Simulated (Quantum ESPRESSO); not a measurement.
Records of electronic-structure calculations.

```json
{"subject": "MnHg: energy against a fixed spin moment", "lattice_ang": [[3.288, 0.0, 0.0], [0.0, 3.288, 0.0], [0.0, 0.0, 3.313]], "atoms": [["Mn", 0.5, 0.5, 0.5], ["Hg", 0.0, 0.0, 0.0]], "method": "PBEsol; plane waves with GBRV 1.5 PBEsol potentials, no spin-orbit coupling (and 1 further level or step)", "program": "Quantum ESPRESSO 7.5", "settings_of_one_run": "GBRV 1.5 PBEsol, potential files Hg: hg_pbesol_v1.uspp.F.UPF, Mn: mn_pbesol_v1.5.uspp.F.UPF, cutoff 544.23 eV, 8×8×8 k-mesh, 22 bands, fermi-dirac occupations, smearing width 0.05 eV, collinear spin, SCF threshold 4.00e-9, starting moments 3.5 0 μB", "cost": "11 runs, 4.8 min in all on 2 MPI ranks of Arm Neoverse V1, shared host (the runs of this entry)", "notes": "The run is spin-polarised, with a total moment of 3.90 μB a cell (absolute 4.12). The cell holds one seeded atom, so opposed orders, which may lie lower, cannot form in it.", "results": {"moment_of_the_free_run": "3.90 μB a cell", "energy_at_zero_total_moment": "1386 meV a cell over the lowest", "delta_e_delta_m2_from_the_lowest_point_to_4p60_and_to_3p29_mu_b": "479 and 289 meV/μB²"}}
```

[Logs and program files are shortened in this print: banners, set-up blocks, solver, clock and traceback lines can be left out without a mark of their own.]

[Logs are printed without paths, hosts, clocks, repeated set-up lines and the standing remarks that a program may print on its own settings, such as how far it seeks lower states.]

[Hosts, paths, dates, database ids (printed as entryN), source tags and the programs' standing remarks are cut or masked in the printed files.]

[Where a cell is said to come from a database of computed structures, the database is the Materials Project.]
